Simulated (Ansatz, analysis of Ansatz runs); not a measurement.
# CdWO4 (P2/c): a line between two O sites for an added hole, part 2 of 3

Question: does an added hole stay on the O atom where it is started in CdWO4 (P2/c), and if so, how high is the barrier for a hop to another O site nearby? Model: a cell of 72 host atoms.

Ansatz 0.2.0; plane-wave PAW DFT, PBEsol+U; relaxation of all atoms of a supercell at fixed charge in a uniform background; PAW set soft_1.

So far. Step 2 (The cell without the carrier): The largest displacement from an ideal site is 0.035 Å.

**3. The hole on the first site**

The nearest neighbour or neighbours of the site start displaced and the site's starting moment is changed by the carrier's spin, since a carrier doesn't trap itself in the undistorted lattice.

Input file A.relax/input.yaml:

```yaml
crystal:
  lattice:
    - [10.02752994, 5.89624109, 0.00166055]
    - [-5.01376497, 5.89624109, -0.00083027]
    - [-0.21088097, 0.0, 10.1137867]
  atoms:
    - { symbol: Cd, position: [0.061394, 0.623262, 0.375149] }
    - { symbol: Cd, position: [0.394771, 0.289918, 0.375223] }
    - { symbol: Cd, position: [0.728124, 0.956689, 0.375138] }
    - { symbol: Cd, position: [0.271667, 0.043366, 0.124547] }
    - { symbol: Cd, position: [0.605033, 0.710118, 0.124703] }
    - { symbol: Cd, position: [0.938358, 0.376752, 0.124517] }
    - { symbol: W, position: [0.05747, 0.116343, 0.375015] }
    - { symbol: W, position: [0.390671, 0.783032, 0.375038] }
    - { symbol: W, position: [0.72419, 0.449712, 0.375039] }
    - { symbol: W, position: [0.275824, 0.55044, 0.124735] }
    - { symbol: W, position: [0.609014, 0.217144, 0.124769] }
    - { symbol: W, position: [0.9424, 0.883725, 0.124749] }
    - { symbol: O, position: [0.298458, 0.797488, 0.027403] }
    - { symbol: O, position: [0.631812, 0.464223, 0.027507] }
    - { symbol: O, position: [0.965133, 0.130882, 0.027444] }
    - { symbol: O, position: [0.098332, 0.999428, 0.221792] }
    - { symbol: O, position: [0.431613, 0.666294, 0.221715] }
    - { symbol: O, position: [0.765046, 0.332853, 0.221932] }
    - { symbol: O, position: [0.034709, 0.869309, 0.472301] }
    - { symbol: O, position: [0.368005, 0.535926, 0.472353] }
    - { symbol: O, position: [0.7014, 0.202571, 0.472317] }
    - { symbol: O, position: [0.234888, 0.667194, 0.278046] }
    - { symbol: O, position: [0.568193, 0.334054, 0.277898] }
    - { symbol: O, position: [0.901564, 0.000588, 0.277884] }
    - { symbol: O, position: [0.039849, 0.324309, 0.305824] }
    - { symbol: O, position: [0.373171, 0.991078, 0.305888] }
    - { symbol: O, position: [0.70657, 0.657724, 0.305899] }
    - { symbol: O, position: [0.202566, 0.161479, 0.44286] }
    - { symbol: O, position: [0.535744, 0.828022, 0.442909] }
    - { symbol: O, position: [0.86924, 0.494952, 0.442999] }
    - { symbol: O, position: [0.293401, 0.342401, 0.193857] }
    - { symbol: O, position: [0.626678, 0.009173, 0.193976] }
    - { symbol: O, position: [0.959943, 0.675659, 0.193848] }
    - { symbol: O, position: [0.130736, 0.505342, 0.056921] }
    - { symbol: O, position: [0.463988, 0.171914, 0.056826] }
    - { symbol: O, position: [0.797349, 0.838575, 0.056801] }
    - { symbol: Cd, position: [0.061525, 0.623395, 0.87524] }
    - { symbol: Cd, position: [0.394722, 0.289864, 0.875089] }
    - { symbol: Cd, position: [0.728101, 0.956771, 0.875196] }
    - { symbol: Cd, position: [0.271725, 0.043471, 0.624665] }
    - { symbol: Cd, position: [0.605081, 0.710196, 0.624529] }
    - { symbol: Cd, position: [0.93836, 0.376685, 0.624728] }
    - { symbol: W, position: [0.057428, 0.116348, 0.875043] }
    - { symbol: W, position: [0.390851, 0.782945, 0.875003] }
    - { symbol: W, position: [0.724067, 0.449741, 0.875022] }
    - { symbol: W, position: [0.275706, 0.550408, 0.624752] }
    - { symbol: W, position: [0.621261, 0.221095, 0.630366] }
    - { symbol: W, position: [0.942424, 0.883799, 0.624773] }
    - { symbol: O, position: [0.298427, 0.797584, 0.527508] }
    - { symbol: O, position: [0.631836, 0.464216, 0.527439] }
    - { symbol: O, position: [0.965178, 0.130939, 0.527426] }
    - { symbol: O, position: [0.098301, 0.999529, 0.721808] }
    - { symbol: O, position: [0.431679, 0.666115, 0.721861] }
    - { symbol: O, position: [0.764956, 0.332814, 0.721786] }
    - { symbol: O, position: [0.034728, 0.869264, 0.972293] }
    - { symbol: O, position: [0.368123, 0.535926, 0.972262] }
    - { symbol: O, position: [0.701425, 0.202632, 0.972389] }
    - { symbol: O, position: [0.234853, 0.66729, 0.777917] }
    - { symbol: O, position: [0.568227, 0.333932, 0.778014] }
    - { symbol: O, position: [0.901536, 0.000709, 0.777966] }
    - { symbol: O, position: [0.039894, 0.324412, 0.805943] }
    - { symbol: O, position: [0.373249, 0.990998, 0.805885] }
    - { symbol: O, position: [0.706525, 0.657731, 0.805816] }
    - { symbol: O, position: [0.202543, 0.161464, 0.942865] }
    - { symbol: O, position: [0.53591, 0.828237, 0.942958] }
    - { symbol: O, position: [0.869169, 0.494833, 0.94282] }
    - { symbol: O, position: [0.293254, 0.342361, 0.693876] }
    - { symbol: O, position: [0.626637, 0.009084, 0.693838] }
    - { symbol: O, position: [0.959995, 0.675824, 0.693909] }
    - { symbol: O, position: [0.130632, 0.505285, 0.556867] }
    - { symbol: O, position: [0.464017, 0.172065, 0.556864], spin: 1.0 }
    - { symbol: O, position: [0.79735, 0.838788, 0.556827] }
total_charge: 1
basis:
  ecutwfc: 420
  xc_grid: 2
hamiltonian:
  xc: pbesol
  hubbard:
    sites: [{ species: O, l: p, u_eff: 6.0 }]
    projectors: ortho-atomic
  pseudopotentials: { kind: paw, azcp: { folder: soft_1 }, xc_functional: pbe }
kpoints:
  mp_grid: { grid: [1, 1, 1] }
magnetization:
  spin_polarized: true
  initial_magnetization: 1
  spin_locking: { lock_magnetization: hard }
scf:
  occupations: { method: fermi_dirac, width: 0.01 }
  max_iter: 120
  lower_state_search: "off"
output:
  forces: true
relax:
  f_tol: 0.015
  max_steps: 70
  escape_saddle: false
checkpoint:
  write: "../A.relax.run"
  compress: false
  write_wavefunctions: true
  write_every: 100000
```

Run with:

```sh
ansatz run input.yaml --threads 8 --pin off --max-ram 17899MiB --backend cpu --events-out ev --progress --plain --runs-dir out
```

Numbers of over 12 decimals in the logs are rounded to 6 here.

Output:

```text
[...]
Crystal: 72 atoms, lattice volume = 896.966 Å³
Basis set: ecut = 420 eV, 17501 PW (Γ), exchange–correlation on 160×108×144 points (8 copies of the dense FFT grid, shifted against one another)
Bands: 420, of which v1, the nominal top of the filled ones, is band 348 counted from 1 (347 counted from 0)
Symmetry: 1 space group operations
[...]
k-points: 1
[...]
Starting moments: Σ|m| = 1 μB on 1 of 72 sites
[...]
SCF iter   1: F=—  HF=-248171.575507 eV  |F-HF|=—  |Δ(HF+E_count)|=         —  Δρ=6.89e-2 (↑6.83e-2 ↓6.89e-2)  dr2=2.55e2  dr2_m=2.74e-1  M=1.000 μB ∫|m|=1.261 μB  β_m=0.30  ethr=3.10e-3  ⟨swp⟩=6.0  Hψ=2791  notcnv=0  defer=64
[...]
spin=Collinear: Resta preconditioning applied to the charge; magnetization (m = ρ↑ − ρ↓) channel mixes plain (no charge-response kernel on spin).
SCF iter   2: F=—  HF=-248137.443544 eV  |F-HF|=—  |Δ(HF+E_count)|=    3.41e1  Δρ=3.92e-2 (↑3.85e-2 ↓3.92e-2)  dr2=8.78e1  dr2_m=1.67e-1  M=1.000 μB ∫|m|=1.222 μB  β_m=0.49  ethr=3.10e-3  ⟨swp⟩=3.0  Hψ=1648  notcnv=0  defer=127
[...]
SCF iter  21: F=-248124.827633 eV  HF=-248124.827633 eV  |F-HF|=1.77e-7  |Δ(HF+E_count)|=   8.99e-7  Δρ=5.99e-6 (↑2.69e-6 ↓5.99e-6)  dr2=2.43e-7  dr2_m=1.06e-7  M=1.000 μB ∫|m|=1.286 μB  ethr=2.26e-10  ⟨swp⟩=1.0  Hψ=2102  notcnv=0
SCF 1 converged in 21 iterations: F = -248124.827633 eV  dr2 = 2.43e-7
[...]
relax step   1: F+E_penalty+E_count = -248124.82763296 eV  Δ(F+E_penalty+E_count) = +0.000e0 eV  max|allowed force component| = 2.110e0 eV/Å  Δτ_max = 0.0000 Å  (21 SCF iters, dr2 threshold 5.63e-6 eV, accepted)
[...]
relax step   2: F+E_penalty+E_count = -248125.18220976 eV  Δ(F+E_penalty+E_count) = -3.546e-1 eV  max|allowed force component| = 7.410e-1 eV/Å  Δτ_max = 0.0890 Å  (14 SCF iters, dr2 threshold 1.00e-4 eV, accepted)
relax step   3: F+E_penalty+E_count = -248125.24468450 eV  Δ(F+E_penalty+E_count) = -6.247e-2 eV  max|allowed force component| = 4.396e-1 eV/Å  Δτ_max = 0.0296 Å  (11 SCF iters, dr2 threshold 3.43e-5 eV, accepted)
relax step   4: F+E_penalty+E_count = -248125.26758249 eV  Δ(F+E_penalty+E_count) = -2.290e-2 eV  max|allowed force component| = 1.681e-1 eV/Å  Δτ_max = 0.0216 Å  (11 SCF iters, dr2 threshold 2.38e-5 eV, accepted)
relax step   5: F+E_penalty+E_count = -248125.27570631 eV  Δ(F+E_penalty+E_count) = -8.124e-3 eV  max|allowed force component| = 6.738e-2 eV/Å  Δτ_max = 0.0148 Å  (11 SCF iters, dr2 threshold 4.13e-6 eV, accepted)
relax step   6: F+E_penalty+E_count = -248125.27764660 eV  Δ(F+E_penalty+E_count) = -1.940e-3 eV  max|allowed force component| = 4.960e-2 eV/Å  Δτ_max = 0.0112 Å  (11 SCF iters, dr2 threshold 6.64e-7 eV, accepted)
relax step   7: F+E_penalty+E_count = -248125.27821117 eV  Δ(F+E_penalty+E_count) = -5.646e-4 eV  max|allowed force component| = 3.101e-2 eV/Å  Δτ_max = 0.0046 Å  (9 SCF iters, dr2 threshold 3.95e-7 eV, accepted)
relax step   8: F+E_penalty+E_count = -248125.27708908 eV  Δ(F+E_penalty+E_count) = +1.122e-3 eV  max|allowed force component| = 4.842e-2 eV/Å  Δτ_max = 0.0086 Å  (11 SCF iters, dr2 threshold 3.76e-7 eV, rejected (line search))
SCF iter   1: F=—  HF=-248125.279725 eV  |F-HF|=—  |Δ(HF+E_count)|=         —  Δρ=5.89e-4 (↑4.32e-4 ↓5.89e-4)  dr2=5.21e-3  dr2_m=3.80e-4  M=1.000 μB ∫|m|=1.178 μB  β_m=0.30  ethr=7.85e-6  ⟨swp⟩=5.0  Hψ=1833  notcnv=0  defer=137
[...]
SCF iter  12: F=-248125.278380 eV  HF=-248125.278380 eV  |F-HF|=3.38e-9  |Δ(HF+E_count)|=   3.57e-7  Δρ=1.36e-6 (↑6.51e-7 ↓1.36e-6)  dr2=1.67e-8  dr2_m=3.39e-9  M=1.000 μB ∫|m|=1.177 μB  ethr=3.29e-12  ⟨swp⟩=1.0  Hψ=2780  notcnv=0
SCF 9 converged in 12 iterations: F = -248125.278380 eV  dr2 = 1.67e-8
relax step   9: F+E_penalty+E_count = -248125.27838042 eV  Δ(F+E_penalty+E_count) = -1.693e-4 eV  max|allowed force component| = 1.408e-2 eV/Å  Δτ_max = 0.0021 Å  (12 SCF iters, accepted)
NSCF: frozen V_eff on 1 k-points
[...]
SCF converged after 12 iterations
Stability checked in part: among states of this total moment the steps that led to this state did not find it unstable. No probe was made; neither looks for a lower state of another moment (fixed_total_moment; see scf.lower_state_search)
Magnetization: 1.0000 μB (348.0000 up, 347.0000 down)
Absolute magnetization: 1.1782 μB (∫|ρ↑−ρ↓|, with the PAW one-centre terms)
[...]
Per-site moments (μB) at R_I (Å): [(9.663466399807297e-7, 0.915009), (0.0031195, 0.908269), (0.000210344, 0.910634), [... 69 left out ...]
Free energy (F): -248125.278380 eV
[...]
Internal energy: -248125.278380 eV  (E = F + TS)
E sigma→0 (E₀):  -248125.278380 eV
Fermi energy:    8.912864 (↑ 9.270025, ↓ 8.909889) eV
[...]
--- Forces (eV/Å), atoms counted from 1 ---
  atom   1  Cd    -0.00004901    -0.00079288     0.00258500
  atom   2  Cd    -0.00095827    -0.00034858     0.00193800
  [... 6 atoms left out ...]
  atom   9  W     -0.00985606    -0.00258552     0.00056355
  [... 11 atoms left out ...]
  atom  21  O      0.00227790     0.00259181    -0.00046015
  [... 1 atom left out ...]
  atom  23  O      0.00183336     0.00223462    -0.00005404
  [... 5 atoms left out ...]
  atom  29  O     -0.00056052    -0.00140085    -0.00190232
  [... 17 atoms left out ...]
  atom  47  W     -0.00542055     0.00090897     0.00200602
  [... 2 atoms left out ...]
  atom  50  O      0.00303706     0.00414401    -0.00395996
  [... 8 atoms left out ...]
  atom  59  O      0.00107726     0.00035010    -0.00100998
  [... 8 atoms left out ...]
  atom  68  O      0.00224693    -0.00447137     0.00187833
  [... 2 atoms left out ...]
  atom  71  O     -0.00036982    -0.00045503    -0.00099563
  [... 1 atom left out ...]
  max |Σ_I F_I| component: 7.60e-6 eV/Å
--- Band table (eV) ---
[...]
Occupation matrices written to <dir>
--- Relaxed structure (9 steps of the walk, 8 accepted, 0 SCFs on fresh bases) ---
  F+E_penalty+E_count = -248125.27838042 eV   max|allowed force component| = 1.408e-2 eV/Å
  atoms:
    - { symbol: Cd, position: [0.063824, 0.626679, 0.374261] }
    - { symbol: Cd, position: [0.391258, 0.291861, 0.370041] }
    [... 6 atoms left out ...]
    - { symbol: W, position: [0.723709, 0.450375, 0.372082] }
    [... 11 atoms left out ...]
    - { symbol: O, position: [0.702990, 0.198334, 0.472111] }
    [... 1 atom left out ...]
    - { symbol: O, position: [0.567919, 0.330631, 0.279817] }
    [... 5 atoms left out ...]
    - { symbol: O, position: [0.535838, 0.831750, 0.442640] }
    [... 17 atoms left out ...]
    - { symbol: W, position: [0.632385, 0.225999, 0.632568] }
    [... 2 atoms left out ...]
    - { symbol: O, position: [0.631334, 0.458570, 0.527834] }
    [... 8 atoms left out ...]
    - { symbol: O, position: [0.570575, 0.336355, 0.776192] }
    [... 8 atoms left out ...]
    - { symbol: O, position: [0.626549, 0.008778, 0.692230] }
    [... 2 atoms left out ...]
    - { symbol: O, position: [0.463754, 0.174881, 0.560685] }
    [... 1 atom left out ...]
```

Elapsed: 3.4 min, on 8 threads of Arm Neoverse V1, shared host; peak memory 2.4 GiB.

The steps of the relaxation:

```csv
step,energy less that of the first step (eV),largest force component (eV/Å)
1,0.0000,2.1103
2,-0.3546,0.7410
3,-0.4171,0.4396
4,-0.4399,0.1681
5,-0.4481,0.0674
6,-0.4500,0.0496
7,-0.4506,0.0310
8,-0.4495,0.0484
9,-0.4507,0.0141
```

Relaxation step 8 was tried and not accepted.

The atoms that moved most (Å):

```csv
atom,dx,dy,dz,length
W47,0.086,0.095,0.022,0.130
Cd42,0.069,0.098,-0.029,0.123
Cd40,-0.041,-0.090,0.022,0.101
W45,-0.038,0.008,0.070,0.080
O54,0.065,0.026,0.012,0.071
Cd2,-0.044,-0.009,-0.052,0.069
Cd39,0.018,-0.024,0.037,0.048
Cd3,0.037,-0.023,-0.012,0.045
```

The moves above count from the input, in which the site's nearest neighbours were already displaced; the distances below compare with the cell without the carrier.

Distances from O71 without and with the hole:

```
atom  without (Å)  with (Å)
 W47         1.79      2.05
 Cd2         2.24      2.33
Cd40         2.39      2.49
 O50         2.74      2.69
 O59         2.74      2.70
```

The largest changes of the moments are 0.82 μB on O71, 0.02 μB on O68 and -0.02 μB on W47. The largest part sits on the chosen site.

**4. The hole on the second site**

The same start is made on the second site, to get the end of the hop.

Input file B.relax/input.yaml:

```yaml
crystal:
  lattice:
    - [10.02752994, 5.89624109, 0.00166055]
    - [-5.01376497, 5.89624109, -0.00083027]
    - [-0.21088097, 0.0, 10.1137867]
  atoms:
    - { symbol: Cd, position: [0.061394, 0.623262, 0.375149] }
    - { symbol: Cd, position: [0.394771, 0.289918, 0.375223] }
[... 18 atom lines left out ...]
    - { symbol: O, position: [0.7014, 0.202571, 0.472317], spin: 1.0 }
[... 1 atom line left out ...]
    - { symbol: O, position: [0.568193, 0.334054, 0.277898] }
[... 23 atom lines left out ...]
    - { symbol: W, position: [0.601719, 0.218249, 0.636598] }
[... 2 atom lines left out ...]
    - { symbol: O, position: [0.631836, 0.464216, 0.527439] }
[... 17 atom lines left out ...]
    - { symbol: O, position: [0.626637, 0.009084, 0.693838] }
[... 2 atom lines left out ...]
    - { symbol: O, position: [0.464017, 0.172065, 0.556864] }
    - { symbol: O, position: [0.79735, 0.838788, 0.556827] }
total_charge: 1
basis:
  ecutwfc: 420
  xc_grid: 2
hamiltonian:
  xc: pbesol
  hubbard:
    sites: [{ species: O, l: p, u_eff: 6.0 }]
    projectors: ortho-atomic
  pseudopotentials: { kind: paw, azcp: { folder: soft_1 }, xc_functional: pbe }
kpoints:
  mp_grid: { grid: [1, 1, 1] }
magnetization:
  spin_polarized: true
  initial_magnetization: 1
  spin_locking: { lock_magnetization: hard }
scf:
  occupations: { method: fermi_dirac, width: 0.01 }
  max_iter: 120
  lower_state_search: "off"
output:
  forces: true
relax:
  f_tol: 0.015
  max_steps: 70
  escape_saddle: false
checkpoint:
  write: "../B.relax.run"
  compress: false
  write_wavefunctions: true
  write_every: 100000
```

Output:

```text
[...]
Crystal: 72 atoms, lattice volume = 896.966 Å³
Basis set: ecut = 420 eV, 17501 PW (Γ), exchange–correlation on 160×108×144 points (8 copies of the dense FFT grid, shifted against one another)
Bands: 420, of which v1, the nominal top of the filled ones, is band 348 counted from 1 (347 counted from 0)
Symmetry: 1 space group operations
[...]
k-points: 1
[...]
Starting moments: Σ|m| = 1 μB on 1 of 72 sites
[...]
SCF iter   1: F=—  HF=-248171.127914 eV  |F-HF|=—  |Δ(HF+E_count)|=         —  Δρ=6.92e-2 (↑6.83e-2 ↓6.92e-2)  dr2=2.56e2  dr2_m=3.04e-1  M=1.000 μB ∫|m|=1.287 μB  β_m=0.30  ethr=3.10e-3  ⟨swp⟩=6.0  Hψ=2812  notcnv=0  defer=68
[...]
--- Relaxed structure (8 steps of the walk, 8 accepted, 0 SCFs on fresh bases) ---
  F+E_penalty+E_count = -248125.26917205 eV   max|allowed force component| = 1.367e-2 eV/Å
  atoms:
    - { symbol: Cd, position: [0.064241, 0.625350, 0.375241] }
    - { symbol: Cd, position: [0.391885, 0.288764, 0.373408] }
[...]
- { symbol: W, position: [0.723364, 0.453463, 0.368568] }
[...]
- { symbol: O, position: [0.701533, 0.185455, 0.466899] }
    [... 1 atom left out ...]
    - { symbol: O, position: [0.571107, 0.326598, 0.283416] }
[...]
- { symbol: O, position: [0.538374, 0.827048, 0.441930] }
[...]
- { symbol: W, position: [0.601456, 0.227392, 0.638706] }
    [... 2 atoms left out ...]
    - { symbol: O, position: [0.633904, 0.452749, 0.526141] }
    [... 8 atoms left out ...]
    - { symbol: O, position: [0.559934, 0.334858, 0.785351] }
    [... 8 atoms left out ...]
    - { symbol: O, position: [0.626799, 0.018114, 0.695711] }
    [... 2 atoms left out ...]
    - { symbol: O, position: [0.465040, 0.172552, 0.554331] }
    [... 1 atom left out ...]
[key lines of the parts left out:]
SCF converged after 7 iterations
Magnetization: 1.0000 μB (348.0000 up, 347.0000 down)
Free energy (F): -248125.269172 eV
Fermi energy:    8.972532 (↑ 9.449740, ↓ 8.969598) eV
```

Wall time 2.2 min (8 threads); peak memory 2.4 GiB; 16 min of CPU time.

Distances from O21 without and with the hole:

| atom | without (Å) | with (Å) |
| --- | --- | --- |
| W47 | 1.91 | 2.17 |
| W9 | 2.12 | 2.26 |
| Cd3 | 2.22 | 2.24 |
| O50 | 2.38 | 2.42 |

The largest changes of the moments are 0.84 μB on O21, 0.03 μB on O71 and 0.02 μB on O30. The largest part sits on the chosen site.

(Continued in part 3 of 3.)

[Logs are printed without paths, hosts, clocks, repeated set-up lines and the standing remarks that a program may print on its own settings, such as how far it seeks lower states.]

[Hosts, paths, dates, database ids (printed as entryN), source tags and the programs' standing remarks are cut or masked in the printed files.]
